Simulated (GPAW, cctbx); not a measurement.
# Be3Si2: deformation density and structure factors from DFT

Question: by how much does bonding change the X-ray structure factors of Be3Si2, how firmly does DFT give the change, and what does a routine refinement make of it?

The start was made by putting kin elements into a known structure type; the compound need not exist, or be stable, in this form. All numbers below are calculated.

## 1. Find the equilibrium geometry

The density hangs on the geometry, so cell and atoms are relaxed first, with the symmetry held. The cutoff is set higher than for the density because stress converges slowly with plane waves.

Settings: GPAW 26.7.0, PBE, 570 eV, 6×6×4 k-points (along the axes of the calculation cell), Fermi–Dirac width 0.1 eV, BFGS to 0.03 eV/Å.

```text
cell
1.0
     3.627000000    0.000000000    0.000000000
    -1.813500000    3.141074140    0.000000000
     0.000000000    0.000000000    4.430000000
Si Be
2 3
Direct
0.333333333 0.666666667 0.164500000
0.666666667 0.333333333 0.835500000
0.000000000 0.000000000 0.500000000
0.333333333 0.666666667 0.664000000
0.666666667 0.333333333 0.336000000
```

```console
$ OMP_NUM_THREADS=1 mpirun -n 4 gpaw python run.py > gpaw.log
```

```text
BFGS:    0      -19.692313        1.800741
BFGS:    1      -19.762943        1.652867
BFGS:    2      -20.044588        0.868797
BFGS:    3      -20.141435        0.284972
...
BFGS:   11      -20.169965        0.077512
BFGS:   12      -20.171101        0.030701
BFGS:   13      -20.171301        0.025067
cell  3.6917 3.6917 4.8715  90.00 90.00 120.00
volume 57.498 A^3, largest force 0.023 eV/A, largest stress 0.20 GPa
```

The cell moved far, while the k-mesh and basis were chosen for the start, so the final shape may be somewhat biased.

After 13 steps the volume has changed by +13.9 % and the energy by -0.479 eV; the largest stress left is 0.20 GPa. It took 27 s on 4 cores of AMD EPYC 9R14 (Zen 4) (shared host), peak memory 0.78 GiB.

Relaxed structure: P-3m1 (no. 164), a = 3.6917 Å, b = 3.6917 Å, c = 4.8715 Å, α = 90.00°, β = 90.00°, γ = 120.00°.

| atom | mult. | x | y | z |
| --- | --- | --- | --- | --- |
| Si1 | 2 | 1/3 | 2/3 | 0.1562 |
| Be1 | 1 | 0 | 0 | 1/2 |
| Be2 | 2 | 1/3 | 2/3 | 0.6485 |

## 2. Density and charge transfer

X-rays see the whole electron density, so the PAW density is rebuilt with its core regions. Subtracting spherical free atoms from the same code cancels the cores and leaves the deformation density Δρ, the part due to bonding.

Settings: PBE, 450 eV, 7×7×5 k-points (along the axes of the calculation cell), Fermi–Dirac width 0.1 eV; primitive cell of 5 atoms.

```console
$ OMP_NUM_THREADS=1 mpirun -n 4 gpaw python run.py > gpaw.log
```

```text
|iter:   1|       0s |  -20.464253 | -0.04 |       |
|iter:   2|       0s |  -20.381056 | -2.55 | -0.97 |
|iter:   3|       0s |  -20.153652 | -1.82 | -1.02 |
...
|iter:   6|       1s |  -20.157786c| -5.55 | -2.83 |
|iter:   7|       1s |  -20.157792c| -7.14 | -3.47 |
|iter:   8|       1s |  -20.157793c| -7.76c| -4.28c|
```

```text
grid (40, 40, 48)  electrons 40.000  moved by bonding 0.562 e
deformation density beyond 0.5 A of the nuclei: max 0.062, min -0.072 e/A^3
atom        x       y       z   Voronoi charge  moment
Si1    0.3333  0.6667  0.1562      0.083       0.00
Si2    0.6667  0.3333  0.8438      0.083       0.00
Be3    0.0000  0.0000  0.5000      0.003       0.00
Be4    0.3333  0.6667  0.6485     -0.085       0.00
Be5    0.6667  0.3333  0.3515     -0.085       0.00
mean inner potential of superposed free atoms 17.007 V
total magnetic moment 0.000 muB
```

Deformation density in a plane through the shortest contact of the Be atom at the origin, in 0.01 e/Å³ (clipped at ±99); x from -1.6 to 3.9 Å, y from 2.4 down to -2.4 Å:

```text
  0   2   .   .   1   3   3  -3   .   .  -5  -4  -3  -3  -3  -3
  0   3   .   .   2   4   3  -3   .   .  -6  -5  -3  -3  -3  -3
  0  -1   1   1   1   3   3  -1  -4  -3  -1   0  -1  -2  -3  -3
  1   0   0   0   1   2   2   2   2   3   4   2   0  -1  -2  -3
  0   1   1   1   0   0   1   2   3   3   3   1  -1   0   0  -2
 -1   1   1   1   .   3   0   1   1   1   5   .   0   2   3  -1
  0   0   0   3   .   .   1   1   0   1   .   .   4   3   4  -1
  1   1   1   0   .   4   1   1   0  -1   3   .   1   2   3   0
  3   3   2   1   0   0   1   1   1   0  -1   0   1   2   3   2
  3   2   2   2   2   1   0   0   0   1   1   1   1   0   1   2
 -3  -4   0   3   3   1   1   1  -1   0   1   1   1   2   0   1
  .   .  -2   4   3   3   .   .   1   0   1   1   .   .   3   0
  .   .  -2   3   3   1   .   .   1   1   1   0   .   .   2   1
```

Atoms in or within 0.15 Å of the plane: Be (0.0, 0.0), Be (3.0, -2.1), Be (-0.8, 2.1), Be (2.2, 0.0), Be (0.8, -2.1) Å. Dots mark points within about 0.45 Å of a nucleus; large values next to them are atomic features.

Be gains most (-0.06 e) and Si loses most (+0.08 e), in averages over each element's sites, which isn't the order of electronegativity: valence and coordination count too, and Voronoi cells cut space at the midplane whatever the atoms' sizes. Such charges fall far short of formal ones, since overlapping free atoms already put density on their neighbours. Along the shortest contact from the Be atom at the map's origin, Be–Be at 2.25 Å, Δρ is +0.01 e/Å³ at the midpoint; the highest value on the line, +0.03, lies at the edge of the range, 0.5 Å from Be, and is an atomic rather than a bond feature: little piles up between the atoms, as is usual in a metallic crystal, which this run finds. At the midpoints of other shortest contacts it is +0.04 (Si–Be, 2.33 Å) and +0.06 (Si–Si, 2.62 Å) e/Å³. Point values carry grid noise of about 0.01 e/Å³. The run needed 8 iterations, 5.7 s.

## 3. Structure factors

The Fourier components of Δρ, added to those of the free atoms, give the static X-ray structure factors; the Mott–Bethe relation turns them into the Fourier components V of the potential that fast electrons feel.

```text
static structure factors of the conventional cell: F in electrons, V (Mott-Bethe) in volts
   h  k  l      d  |F| table  |F| free   |F| DFT   change   |V| free  |V| DFT  change %
   0  0  1  4.8715     6.762     6.740     6.514   -0.226     0.103    0.531    416.1
   1  0  0  3.1971    10.611    10.640    10.786    0.146     2.738    2.618     -4.3
   1  0  1  2.6729    17.696    17.728    17.679   -0.049     3.568    3.596      0.8
   1  0 -1  2.6729     4.928     4.924     4.715   -0.209     0.156    0.275     76.1
   0  0  2  2.4358     6.480     6.489     6.510    0.021     1.207    1.197     -0.8
   1  0  2  1.9375    11.312    11.313    11.205   -0.109     2.154    2.187      1.5
   1  0 -2  1.9375    22.654    22.656    22.560   -0.096     5.056    5.085      0.6
   1  1  0  1.8458    22.448    22.438    22.209   -0.229     4.770    4.832      1.3
   1  1  1  1.7261     5.520     5.523     5.544    0.021     0.302    0.297     -1.7
   0  0  3  1.6238    14.487    14.474    14.335   -0.139     1.987    2.016      1.5
   2  0  0  1.5986     8.087     8.077     7.885   -0.192     1.207    1.246      3.2
   2  0  1  1.5189     4.058     4.060     4.136    0.075     0.209    0.195     -6.6
   2  0 -1  1.5189    14.174    14.156    14.043   -0.113     1.809    1.830      1.1
   1  1  2  1.4711     5.292     5.285     5.248   -0.037     0.648    0.654      1.0
```

The largest X-ray change is -0.23 e on 110, 1.0 % of |F|. For electrons V goes as (Z − F)/g², so a change of F counts against Z − F, which is small at low angle and wherever the atoms' terms cancel: |V| of 001 moves by +416.1 % (0.10 to 0.53 V) against -3.4 % in |F|. The last three rows still change by up to 0.11 e; the table stops while the angles are still low. The tabulated Hartree–Fock atoms differ from the free DFT atoms by up to 0.03 e, so the choice of reference atom matters too.

## 4. The functional ladder

The same geometry is run with other functionals, to see whether the bonding signal is larger than the spread between approximations. Free atoms are LDA for LDA and PBE otherwise. Any other changed setting is in the row's label.

```
 run  ΔF 110 (e)  ΔF 001 (e)  ΔF 1 0 -1 (e)  q(Be) (e)  moved (e)   time
 PBE      -0.229      -0.226         -0.209     -0.056      0.562  5.7 s
 LDA      -0.217      -0.244         -0.218     -0.058      0.567  5.7 s
RPBE      -0.246      -0.224         -0.207     -0.056      0.569  5.7 s
```

At the base's settings ΔF(110) spans -0.246 to -0.217 e, a spread of 13 % of the PBE value; over the three listed reflections the spread is at most 13 %, so sign and size hold across the functionals. Times are from shared hosts.

## 5. Refining ordinary atoms against data with bonding

Routine crystallography fits spherical atoms. To see the bias, intensities are simulated from tabulated atoms plus the DFT change ΔF, so that bonding alone can misfit (2654 reflections of the full sphere, merged to the counts below, to 0.45 Å, 0.5 % proportional noise plus counting noise, assumed isotropic U as listed, Δρ smeared by the mean U) and refined with cctbx over different ranges.

```
                    range  data      R1  GooF  U Si1 (true 0.0051)  U Be1 (true 0.0067)  U Be2 (true 0.0067)  largest shift (Å)  Δρ max, min (e/Å³)
                 all data   285  0.0050  1.57               0.0051               0.0070               0.0070             0.0002         0.09, -0.12
 low resolution, d > 0.84    53  0.0058  3.01               0.0048               0.0067               0.0067             0.0001         0.06, -0.06
     high order, d < 0.75   213  0.0045  0.96               0.0051               0.0070               0.0070             0.0003         0.05, -0.06
occupancies free, d > 0.7    87  0.0049  2.36               0.0050               0.0075               0.0075             0.0003         0.07, -0.06
```

With all data GooF is 1.57, so the misfit of spherical atoms stands above the noise; the top residual peak lies 1.15 Å from Be and 1.18 Å from Si, between them. U of Si1 is off by -6 % at low resolution and by +0 % from high-order data, where mostly the cores scatter (GooF 0.96). With Si1 held at 1 and the scale free, the other occupancies refine to Be1 1.013(0.008) and Be2 1.013(0.006), within three s.u. of full.

## 6. Answer

Bonding moves 0.56 e in the primitive cell of Be3Si2 and changes the structure factors of the conventional cell in the table above by at most 0.23 e (110, 1.0 %), and among reflections above 2 % of the strongest by up to 4.2 % (1 0 -1). The shortest bond, Be–Be, has Δρ = +0.01 e/Å³ at its midpoint, with no localised bond charge. At the base's settings ΔF(110) spans -0.246 to -0.217 e, a spread of 13 % of the PBE value; over the three listed reflections the spread is at most 13 %, so sign and size hold across the functionals. With all data GooF is 1.57, so the misfit of spherical atoms stands above the noise. Limits: static density, frozen cores, no spin–orbit coupling.

[Outputs are excerpts: Python notices, other lines and further rows are left out; steps that failed or that the build refused (PBEsol, TPSS) are not shown.]

[Logs are printed without paths, hosts, clocks, repeated set-up lines and the standing remarks that a program may print on its own settings, such as how far it seeks lower states.]
